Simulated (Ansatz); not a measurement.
## HgC2S2N2 (C2/m): band gap by G0W0 on PBE

Wanted: the gap of HgC2S2N2 (C2/m) with a many-body correction, and the time that it takes.

Method: PBE, then G0W0 on it, plane waves, PAW, in Ansatz 0.2.0.

## Step 1: The starting structure

The structure is monoclinic, space group C2/m (No. 12). Conventional cell: a = 10.878 Å, b = 4.042 Å, c = 6.435 Å, α = 90.00°, β = 95.28°, γ = 90.00°. Nearest to Hg lie 2 S at 2.38 Å. Nearest to C lie 1 N at 1.18 Å and 1 S at 1.62 Å. S has 1 C at 1.62 Å and 1 Hg at 2.38 Å nearest. Nearest to N lie 1 C at 1.18 Å. Farther neighbours and most contacts between anions are not listed.

As a file:

```
Hg C S N
1.0
     5.43900   -2.02100    0.00000
     5.43900    2.02100    0.00000
    -0.59217    0.00000    6.40770
Hg C S N
1 2 2 2
Direct
  0.00000 0.00000 0.00000
  0.25970 0.25970 0.22610
  0.74030 0.74030 0.77390
  0.12690 0.12690 0.32220
  0.87310 0.87310 0.67780
  0.35800 0.35800 0.16380
  0.64200 0.64200 0.83620
```

The start is a cell from the Crystallography Open Database. Spin-orbit coupling is left out unless a step names it.

## Step 2: Relaxation

The structure is relaxed first.

This step: DFT, PBE, plane waves, PAW; PAW set soft_1.

Input file input.yaml:

```yaml
crystal:
  lattice:
    - [5.439, -2.021, 0.0]
    - [5.439, 2.021, 0.0]
    - [-0.5921680587, 0.0, 6.4076955288]
  atoms:
    - { symbol: Hg, position: [0.0, 0.0, 0.0] }
    - { symbol: C, position: [0.2597, 0.2597, 0.2261] }
    - { symbol: C, position: [0.7403, 0.7403, 0.7739] }
    - { symbol: S, position: [0.1269, 0.1269, 0.3222] }
    - { symbol: S, position: [0.8731, 0.8731, 0.6778] }
    - { symbol: "N", position: [0.358, 0.358, 0.1638] }
    - { symbol: "N", position: [0.642, 0.642, 0.8362] }
kpoints:
  mp_grid: { grid: [6, 6, 4] }
hamiltonian:
  xc: pbe
  pseudopotentials: { kind: paw, azcp: { folder: soft_1 } }
scf:
  occupations: { method: fermi_dirac, width: 0.02 }
relax:
  f_tol: 0.02
  max_steps: 60
```

The run is started by

```sh
> ansatz run input.yaml --threads 3 --pin off --max-ram 92160MiB --backend cuda --events-out ev --progress --plain --runs-dir out --devices 1 --max-vram 13GiB
```

Numbers of over 12 decimals in the logs are rounded to 6 here.

The program printed:

```text
GPUs: using 1 of 1 available (devices: 1).
Engine: ansatz 0.2.0, x86_64-unknown-linux-gnu
Pseudopotentials: kind: paw
Pseudopotential: Hg, paw, valence charge 20, recommended cutoff 420 eV (normal), soft_1/Hg.paw.azcp
Pseudopotential: C, paw, valence charge 4, recommended cutoff 420 eV (normal), soft_1/C.paw.azcp
Pseudopotential: S, paw, valence charge 6, recommended cutoff 420 eV (normal), soft_1/S.paw.azcp
Pseudopotential: N, paw, valence charge 5, recommended cutoff 420 eV (normal), soft_1/N.paw.azcp
Functional definition: PBE
  parameter kappa = 0.804
  parameter beta = 0.066725
  exchange = pbe_x(kappa = kappa, mu = beta*pi^2/3)
  correlation = pbe_c(beta = beta)
device memory: the entry about to start is reckoned to put 3.0 GiB on a device that reports 47.9 GiB free (of which the cap on the GPU budget leaves the run 13.0 GiB)
GPU FFT provider: cuFFT
GPU libraries: cuBLAS 13.8.2, cuFFT 12.4.0, cuSOLVER 12.3.4
Crystal: 7 atoms, lattice volume = 140.870 Å³
Basis set: ecut = 420 eV, 2761 PW (Γ), exchange–correlation on 80×80×90 points (8 copies of the dense FFT grid, shifted against one another)
Bands: 32, of which v1, the nominal top of the filled ones, is band 25 counted from 1 (24 counted from 0)
Symmetry: 4 space group operations
Space group: C2/m (ITA 12), of the structure as read, at distance tolerance 5.2e-5 Å
k-points: 47 of 144
Non-local potential: Hg, projectors of the file, l = 0: 3, l = 1: 2, l = 2: 2, l = 3: 1
Non-local potential: C, projectors of the file, l = 0: 2, l = 1: 2, l = 2: 1
Non-local potential: S, projectors of the file, l = 0: 2, l = 1: 2, l = 2: 1
Non-local potential: N, projectors of the file, l = 0: 2, l = 1: 2, l = 2: 1
PAW form: soft (Blöchl's): semilocal exchange-correlation on the pseudo side does not see the compensation charge
PAW one-centre angular grid: Hg, 590 points (default); XC on 64 Gauss nodes
PAW one-centre angular grid: C, 110 points (default); XC on 64 Gauss nodes
PAW one-centre angular grid: S, 110 points (default); XC on 64 Gauss nodes
PAW one-centre angular grid: N, 110 points (default); XC on 64 Gauss nodes
Initial density: superposition of atomic densities (chi_scale 0.1, normalization cell, long waves kept (reshape's long-wave potential 0.22 eV rms))
Initial wavefunctions: pseudopotential atomic-orbital guess
GPU buffer pool allocated for 72000 grid points (all kernels)
GPU transforms: local potential and band sums: pruned to the plane-wave sphere, on 40×40×45
Functional: x = pbe(κ = 0.804, μ = 0.219515), c = pbe(β = 0.066725)
SCF iter   1: F=—  HF=-16889.581356 eV  |F-HF|=—  |Δ(HF+E_count)|=         —  Δρ=7.47e-2  dr2=7.28e0  ethr=3.10e-3  ⟨swp⟩=6.6  Hψ=7434  notcnv=0
preconditioner: auto → Resta (q_TF=auto, 2.296 Å⁻¹)  ε∞=3.9  [insulator: Δε(μ)=2.196 eV  Ē_g=11.838 eV  σ=0.020 eV  W_gap=1.00  n_scr=24 (ndim 8)  ℏωp=20.3 eV  f_vac=0.052  D(μ)=0.00/eV (n_scr^D=0)  ε∞_Penn≈3.9]
SCF iter   2: F=—  HF=-16887.598603 eV  |F-HF|=—  |Δ(HF+E_count)|=    1.98e0  Δρ=3.59e-2  dr2=1.15e0  ethr=3.10e-3  ⟨swp⟩=3.0  Hψ=3335  notcnv=0  defer=95
SCF iter   3: F=—  HF=-16887.327957 eV  |F-HF|=—  |Δ(HF+E_count)|=   2.71e-1  Δρ=1.50e-2  dr2=3.76e-1  ethr=2.30e-3  ⟨swp⟩=2.3  Hψ=3116  notcnv=0  defer=95
SCF iter   4: F=—  HF=-16887.257074 eV  |F-HF|=—  |Δ(HF+E_count)|=   7.09e-2  Δρ=5.06e-3  dr2=3.06e-2  ethr=7.52e-4  ⟨swp⟩=2.0  Hψ=2632  notcnv=0  defer=95
SCF iter   5: F=—  HF=-16887.258185 eV  |F-HF|=—  |Δ(HF+E_count)|=   1.11e-3  Δρ=1.30e-3  dr2=3.43e-3  ethr=6.12e-5  ⟨swp⟩=2.8  Hψ=2967  notcnv=0  defer=118
SCF iter   6: F=—  HF=-16887.260837 eV  |F-HF|=—  |Δ(HF+E_count)|=   2.65e-3  Δρ=3.07e-4  dr2=1.76e-4  ethr=6.86e-6  ⟨swp⟩=2.0  Hψ=2286  notcnv=0  defer=118
SCF iter   7: F=—  HF=-16887.261085 eV  |F-HF|=—  |Δ(HF+E_count)|=   2.48e-4  Δρ=7.57e-5  dr2=1.08e-5  ethr=3.53e-7  ⟨swp⟩=2.0  Hψ=2293  notcnv=0  defer=118
SCF iter   8: F=-16887.261100 eV  HF=-16887.261099 eV  |F-HF|=1.12e-6  |Δ(HF+E_count)|=   1.44e-5  Δρ=2.59e-5  dr2=1.24e-6  ethr=2.00e-8  ⟨swp⟩=5.0  Hψ=5645  notcnv=0
SCF 1 converged in 8 iterations: F = -16887.261100 eV  dr2 = 1.24e-6
  greatest PAW one-centre occupation: 1.000 electrons in one spin orbital (limit 2), on the Hg atom at site 0 (counted from 0), in its partial waves of l = 0
relax step   1: F+E_penalty+E_count = -16887.26110046 eV  Δ(F+E_penalty+E_count) = +0.000e0 eV  max|allowed force component| = 1.004e0 eV/Å  Δτ_max = 0.0000 Å  (8 SCF iters, dr2 threshold 1.00e-5 eV, accepted)
[...]
relax step   2: F+E_penalty+E_count = -16887.30903635 eV  Δ(F+E_penalty+E_count) = -4.794e-2 eV  max|allowed force component| = 4.987e-1 eV/Å  Δτ_max = 0.0667 Å  (6 SCF iters, dr2 threshold 6.30e-5 eV, accepted)
[...]
relax step   3: F+E_penalty+E_count = -16887.31721232 eV  Δ(F+E_penalty+E_count) = -8.176e-3 eV  max|allowed force component| = 1.845e-1 eV/Å  Δτ_max = 0.0649 Å  (6 SCF iters, dr2 threshold 1.55e-5 eV, accepted)
[...]
relax step   4: F+E_penalty+E_count = -16887.31889304 eV  Δ(F+E_penalty+E_count) = -1.681e-3 eV  max|allowed force component| = 1.255e-1 eV/Å  Δτ_max = 0.0813 Å  (6 SCF iters, dr2 threshold 4.65e-6 eV, accepted)
[...]
relax step   5: F+E_penalty+E_count = -16887.32101664 eV  Δ(F+E_penalty+E_count) = -2.124e-3 eV  max|allowed force component| = 4.643e-2 eV/Å  Δτ_max = 0.0297 Å  (5 SCF iters, dr2 threshold 2.16e-6 eV, accepted)
[...]
relax step   6: F+E_penalty+E_count = -16887.32108410 eV  Δ(F+E_penalty+E_count) = -6.746e-5 eV  max|allowed force component| = 1.371e-2 eV/Å  Δτ_max = 0.0060 Å  (6 SCF iters, accepted)
SCF converged after 6 iterations
Free energy (F): -16887.321084 eV
Harris-Foulkes:  -16887.321084 eV  (|F-HF|=1.06e-8)
Internal energy: -16887.321084 eV  (E = F + TS)
E sigma→0 (E₀):  -16887.321084 eV
Fermi energy:    4.208488 eV
--- Per-component energies (eV) ---
  E_band       = -707.307528
  E_kinetic    = 1205.379239
  E_local      = -5537.292544  (includes V_loc(G=0)·N_el)
  E_nonlocal   = 274.753330
  E_hartree    = 2274.978726
  E_xc         = -592.439509
  E_vxc        = -669.261257  (∫ρ·V_xc dr)
  E_paw        = -11630.681956  (= ΣΔE_a)
  E_vpaw       = -530.846368  (= ΣTr[D̂ρ^β])
  E_aug_tail   = 0.002217  (compensation charges beyond the density's cutoff)
  E_ewald      = -2882.020586
  E_smearing   = -0.000000  (= −TS)
  E_closure    = -0.000000  (closes the sum)
  Σ components = -16887.321084   (vs F -16887.321084, Δ=0.00e0)
--- Forces (eV/Å), atoms counted from 1 ---
  atom   1  Hg     0.00000000     0.00000000    -0.00000000
  atom   2  C     -0.01371158    -0.00000000    -0.00437216
  atom   3  C      0.01371158     0.00000000     0.00437216
  atom   4  S      0.00152116    -0.00000000     0.00280485
  atom   5  S     -0.00152116     0.00000000    -0.00280485
  atom   6  N      0.01140442     0.00000000     0.00050891
  atom   7  N     -0.01140442    -0.00000000    -0.00050891
  max |Σ_I F_I| component: 0.00e0 eV/Å
--- Relaxed structure (6 steps of the walk, 6 accepted, 0 SCFs on fresh bases) ---
  F+E_penalty+E_count = -16887.32108410 eV   max|allowed force component| = 1.371e-2 eV/Å
  atoms:
    - { symbol: Hg, position: [0, 0, 0] }
    - { symbol: C, position: [0.266151, 0.266151, 0.223341] }
    - { symbol: C, position: [0.733849, 0.733849, 0.776659] }
    - { symbol: S, position: [0.132010, 0.132010, 0.325981] }
    - { symbol: S, position: [0.867990, 0.867990, 0.674019] }
    - { symbol: N, position: [0.363400, 0.363400, 0.156913] }
    - { symbol: N, position: [0.636600, 0.636600, 0.843087] }
```

Elapsed: 11 s, on 1 × NVIDIA H100 80GB HBM3 (shared by 6 runs) with 3 threads of AMD EPYC 7R13 (Zen 3), shared host; peak memory 0.98 GiB.

The steps of the relaxation:

| step | energy less that of the first step (eV) | largest force component (eV/Å) |
| --- | --- | --- |
| 1 | 0.0000 | 1.0043 |
| 2 | -0.0479 | 0.4987 |
| 3 | -0.0561 | 0.1845 |
| 4 | -0.0578 | 0.1255 |
| 5 | -0.0599 | 0.0464 |
| 6 | -0.0600 | 0.0137 |

Forces are held to the 4 operations that the run works with; a distortion that breaks them can't arise in this run.

The atoms that moved most (Å):

| atom | dx | dy | dz | length |
| --- | --- | --- | --- | --- |
| N6 | 0.063 | 0.000 | -0.044 | 0.077 |
| N7 | -0.063 | 0.000 | 0.044 | 0.077 |
| C2 | 0.072 | 0.000 | -0.018 | 0.074 |
| C3 | -0.072 | 0.000 | 0.018 | 0.074 |
| S4 | 0.053 | 0.000 | 0.024 | 0.059 |
| S5 | -0.053 | 0.000 | -0.024 | 0.059 |

Final coordinates:

```cif
data_structure
_symmetry_space_group_name_H-M 'P 1'
_symmetry_Int_Tables_number 1
_cell_length_a 5.8023
_cell_length_b 5.8023
_cell_length_c 6.4350
_cell_angle_alpha 94.949
_cell_angle_beta 94.949
_cell_angle_gamma 40.768
_cell_volume 140.87
loop_
_atom_site_label
_atom_site_type_symbol
_atom_site_fract_x
_atom_site_fract_y
_atom_site_fract_z
_atom_site_occupancy
Hg1 Hg 0.00000 0.00000 0.00000 1
C2 C 0.26615 0.26615 0.22334 1
C3 C 0.73385 0.73385 0.77666 1
S4 S 0.13201 0.13201 0.32598 1
S5 S 0.86799 0.86799 0.67402 1
N6 N 0.36340 0.36340 0.15691 1
N7 N 0.63660 0.63660 0.84309 1
```

## Step 3: Bands along the symmetry lines

Levels along a band path and on the mesh show where this functional puts the band edges.

Input file input.yaml:

```yaml
crystal:
  lattice:
    - [5.439, -2.021, 0.0]
    - [5.439, 2.021, 0.0]
    - [-0.5921680587, 0.0, 6.4076955288]
  atoms:
    - { symbol: Hg, position: [0.0, 0.0, 0.0] }
    - { symbol: C, position: [0.2661513025, 0.2661513025, 0.2233405963] }
    - { symbol: C, position: [0.7338486975, 0.7338486975, 0.7766594037] }
    - { symbol: S, position: [0.1320101513, 0.1320101513, 0.3259806969] }
    - { symbol: S, position: [0.8679898487, 0.8679898487, 0.6740193031] }
    - { symbol: "N", position: [0.3633996325, 0.3633996325, 0.1569129335] }
    - { symbol: "N", position: [0.6366003675, 0.6366003675, 0.8430870665] }
kpoints:
  mp_grid: { grid: [6, 6, 4] }
  band_path:
    path:
      - [[0.0, 0.0, 0.0], [-0.28481191, 0.28481191, 0.0]]
      - [[-0.71518809, -0.28481191, 0.0], [-0.5, -0.5, 0.0], [0.0, 0.0, 0.0], [-0.5, -0.5, 0.5], [-0.72060342, -0.27939658, 0.5]]
      - [[-0.27939658, 0.27939658, 0.5], [0.0, 0.0, 0.5], [0.0, 0.0, 0.0]]
      - [[-0.5, 0.0, 0.5], [0.0, 0.0, 0.0], [-0.5, 0.0, 0.0]]
    npoints: 10
hamiltonian:
  xc: pbe
  pseudopotentials: { kind: paw, azcp: { folder: soft_1 } }
scf:
  occupations: { method: fermi_dirac, width: 0.02 }
  n_extra_bands: 6
output:
  eigenvalues: true
  forces: true
  stress: true
  write_density: true
  write_potential: true
  elf: true
  volumetric_format: npy
```

The program printed:

```text
[...]
GPUs: using 1 of 1 available (devices: 1).
[...]
GPU FFT provider: cuFFT
GPU libraries: cuBLAS 13.8.2, cuFFT 12.4.0, cuSOLVER 12.3.4
Crystal: 7 atoms, lattice volume = 140.870 Å³
Basis set: ecut = 420 eV, 2761 PW (Γ), exchange–correlation on 80×80×90 points (8 copies of the dense FFT grid, shifted against one another)
Bands: 31, of which v1, the nominal top of the filled ones, is band 25 counted from 1 (24 counted from 0)
Symmetry: 4 space group operations
[...]
k-points: 47 of 144
[...]
GPU buffer pool allocated for 72000 grid points (all kernels)
[...]
SCF iter   1: F=—  HF=-16889.567462 eV  |F-HF|=—  |Δ(HF+E_count)|=         —  Δρ=7.42e-2  dr2=7.19e0  ethr=3.10e-3  ⟨swp⟩=7.2  Hψ=7447  notcnv=0
[...]
SCF iter   9: F=-16887.321084 eV  HF=-16887.321084 eV  |F-HF|=3.40e-8  |Δ(HF+E_count)|=   1.43e-6  Δρ=3.90e-6  dr2=2.76e-8  ethr=2.00e-10  ⟨swp⟩=18.8  Hψ=13998  notcnv=0
SCF 1 converged in 9 iterations: F = -16887.321084 eV  dr2 = 2.76e-8
[...]
NSCF: frozen V_eff on 94 k-points
SCF converged after 9 iterations
Free energy (F): -16887.321084 eV
[...]
Internal energy: -16887.321084 eV  (E = F + TS)
E sigma→0 (E₀):  -16887.321084 eV
Fermi energy:    4.208512 eV
[...]
--- Forces (eV/Å), atoms counted from 1 ---
  atom   1  Hg     0.00000000     0.00000000     0.00000000
  atom   2  C     -0.01363278    -0.00000000    -0.00441086
  atom   3  C      0.01363278     0.00000000     0.00441086
  atom   4  S      0.00148438    -0.00000000     0.00281513
  atom   5  S     -0.00148438     0.00000000    -0.00281513
  atom   6  N      0.01140844     0.00000000     0.00052245
  atom   7  N     -0.01140844    -0.00000000    -0.00052245
  max |Σ_I F_I| component: 1.08e-19 eV/Å
--- Stress (GPa, compression-positive) ---
        1.337837      -0.000000      -0.045597
       -0.000000       1.404759       0.000000
       -0.045600       0.000000       1.442004
  P = ⅓ Tr σ = 1.3949 GPa (13.949 kbar)
--- Band table (eV; the first three rows and the last of 47) ---
  k-point 0: bands = [... 21 lower, 1.2392, 2.1136, 2.3348, 2.9712, 5.3104, 7.2754, 7.5184, 8.3312, ... 2 higher]
  k-point 1: bands = [... 21 lower, 1.3583, 2.0809, 2.3318, 2.9776, 5.7055, 7.4619, 7.5710, 8.4277, ... 2 higher]
  k-point 2: bands = [... 21 lower, 1.4888, 2.0298, 2.3297, 2.9830, 6.1424, 7.4468, 7.9497, 8.5686, ... 2 higher]
  k-point 46: bands = [... 21 lower, 1.8115, 1.9040, 2.9633, 2.9819, 5.9601, 7.7101, 7.8330, 8.2045, ... 2 higher]
```

Elapsed: 9.5 s, on 1 × NVIDIA H100 80GB HBM3 (shared by 6 runs) with 3 threads; peak memory 1 GiB.

In the SCF lines HF is the Harris–Foulkes energy and dr2 the Hartree energy of the density residual, in eV; the loop may stop once dr2 is under the threshold and the program's other checks hold. Hψ counts applications of the Hamiltonian.

Numbers from this step:

| Quantity | Value |
| --- | --- |
| pressure | 1.395 GPa |
| filled bands | 25 |
| gap | 2.210 eV |
| valence top at | Y_2 |
| conduction bottom at | Γ |
| least direct gap | 2.339 eV |

Over mesh and path the gap is 2.210 eV, from k = (-0.500, -0.500, 0.000) to k = Γ. The least direct gap found is 2.339 eV, at k = Γ.

Electronic bands along the path, in eV, zero at the top of the highest nominally filled band:

| point | band 22 | band 23 | band 24 | band 25 | band 26 | band 27 | band 28 | band 29 |
| --- | --- | --- | --- | --- | --- | --- | --- | --- |
| Γ | -1.86 | -0.99 | -0.77 | -0.13 | 2.21 | 4.17 | 4.42 | 5.23 |
| halfway | -1.93 | -1.61 | -0.69 | -0.65 | 2.43 | 4.30 | 4.63 | 5.23 |
| C | -2.15 | -1.27 | -0.90 | -0.71 | 2.85 | 4.19 | 4.72 | 5.05 |
| jump to C2 | -2.15 | -1.27 | -0.90 | -0.71 | 2.85 | 4.19 | 4.72 | 5.05 |
| halfway | -1.62 | -1.16 | -0.45 | -0.38 | 3.15 | 4.46 | 4.62 | 5.03 |
| Y2 | -1.27 | -1.18 | -0.27 | 0.00 | 3.27 | 4.44 | 4.67 | 4.93 |
| halfway | -1.51 | -1.03 | -0.41 | -0.17 | 2.59 | 4.08 | 4.96 | 5.12 |
| Γ | -1.86 | -0.99 | -0.77 | -0.13 | 2.21 | 4.17 | 4.42 | 5.23 |
| halfway | -1.60 | -1.05 | -0.42 | -0.19 | 2.44 | 4.37 | 4.86 | 5.14 |
| M2 | -1.29 | -1.20 | -0.14 | -0.12 | 2.86 | 4.61 | 4.73 | 5.10 |
| halfway | -1.44 | -1.30 | -0.50 | -0.45 | 2.72 | 4.45 | 4.74 | 4.94 |
| D | -2.06 | -1.38 | -1.01 | -0.71 | 2.61 | 3.93 | 4.83 | 4.89 |
| jump to D2 | -2.06 | -1.38 | -1.01 | -0.71 | 2.61 | 3.93 | 4.83 | 4.89 |
| halfway | -2.04 | -1.54 | -0.70 | -0.61 | 2.88 | 4.25 | 4.61 | 5.00 |
| A | -1.61 | -1.07 | -0.77 | -0.12 | 3.04 | 4.35 | 4.85 | 5.47 |
| halfway | -1.74 | -1.02 | -0.77 | -0.12 | 2.60 | 4.36 | 4.47 | 5.33 |
| Γ | -1.86 | -0.99 | -0.77 | -0.13 | 2.21 | 4.17 | 4.42 | 5.23 |
| jump to L2 | -2.26 | -1.40 | -1.19 | -0.54 | 2.55 | 3.84 | 5.00 | 5.12 |
| halfway | -1.79 | -1.57 | -0.77 | -0.45 | 2.50 | 4.11 | 4.79 | 5.21 |
| Γ | -1.86 | -0.99 | -0.77 | -0.13 | 2.21 | 4.17 | 4.42 | 5.23 |
| halfway | -1.85 | -1.52 | -0.78 | -0.40 | 2.46 | 4.10 | 4.86 | 5.27 |
| V2 | -2.24 | -1.40 | -1.20 | -0.43 | 2.71 | 3.78 | 5.18 | 5.24 |

Valence density in the ac plane of the conventional cell at fractional y = 0.000, with atoms of Hg and C and S and N within 0.2 Å of it. It is the smooth field of the valence electrons, not physical close to the nuclei.

Ten steps, logarithmic in the rise over the least value, from '0' (0 e/Å³) to '9' (16 e/Å³), each cell a mean:
```
9852000000000000012333211001479
7631000000000000124665432112357
4310000000000000135666543322334
1100000000000000125666555434432
1000000000000000013455555444432
0000000000000000001223444432431
0000000000000000000011223433431
0000000000000000000000012344320
0011111000000000000000001222210
0123332100000000000000000011000
0134443211000000000000000000000
1243244332211000000000000000000
1243245544432100000000000000000
1244445555655310000000000000001
2333334456666420000000000000012
6532222345666410000000000000135
8752111223454210000000000001368
9862100011222100001111000001479
```
Columns run along a (10.9 Å), rows up along c (6.4 Å), edges of the conventional cell, whose origin can differ from the input's. Atoms in or near the plane, at fractional coordinates: Hg at (0.00, 0.00), C at (0.27, 0.22), C at (0.73, 0.78), S at (0.13, 0.33), S at (0.87, 0.67), N at (0.36, 0.16), N at (0.64, 0.84).

Electrostatic potential energy in the ac plane of the conventional cell at fractional y = 0.000, with atoms of Hg and C and S and N within 0.2 Å of it. With pseudopotentials it is smooth inside the atoms' cores, unlike the true potential.

Values in eV, 10 rows by 16 columns, each cell a mean:
```
-37  -8   7   9   9   9   9   8   9   1 -16   2   5   6  -4 -36
 -6   5   8   9   9   9   9   9   9 -18 -43 -34 -22  -1  -4  -7
  6   8   9   9   9   9   9   9   9   0 -13 -36 -29 -31 -33  -2
  7   9   9   9   9   9   9   9   9   9   7   0  -6 -35 -33  -2
  8   7   6   8   9   9   9   9   9   9   9   8   5  -7  -5   6
  6  -9 -20  -1   7   8   9   9   9   9   9   9   8   8   8   8
  2 -32 -34 -17 -11   3   8   9   9   9   9   9   9   9   9   8
  2 -21 -28 -25 -44 -27 -14   8   9   9   9   9   9   9   8   6
-17  -3   2  -7 -23 -38 -28   8   9   9   9   9   9   8   5 -10
-42 -14   6   7   6  -2   2   9   8   9   8   9   9   7  -3 -37
```
Columns run along a (10.9 Å; values clipped at the 3rd and 97th percentile), rows up along c (6.4 Å), edges of the conventional cell, whose origin can differ from the input's. Atoms in or near the plane, at fractional coordinates: Hg at (0.00, 0.00), C at (0.27, 0.22), C at (0.73, 0.78), S at (0.13, 0.33), S at (0.87, 0.67), N at (0.36, 0.16), N at (0.64, 0.84).

(Part 1 of 3 ends here.)

[Paths, hosts, dates, memory and timing lines, banners, echoed tables and standing remarks are left out of the program output.]

[Logs are printed without paths, hosts, clocks, repeated set-up lines and the standing remarks that a program may print on its own settings, such as how far it seeks lower states.]

[Runs of the session that timed out or met a known fault of the program may be left out.]

[Cells called generated may have been cut or substituted from an entry of the Crystallography Open Database or the Materials Project.]

[Hosts, paths, dates, database ids (printed as entryN), source tags and the programs' standing remarks are cut or masked in the printed files.]

[Where an RPA ε∞ is given, it is that of the G0W0 mesh and is not shown converged in it. Names of k-points follow the symmetry that the program found, which can be lower than the space group named. Band edges on a path are those of the sampled points; other points can move an edge, and change direct to indirect where valleys lie close.]

[Hybrid gaps are those of their k-mesh and are not shown converged in it.]
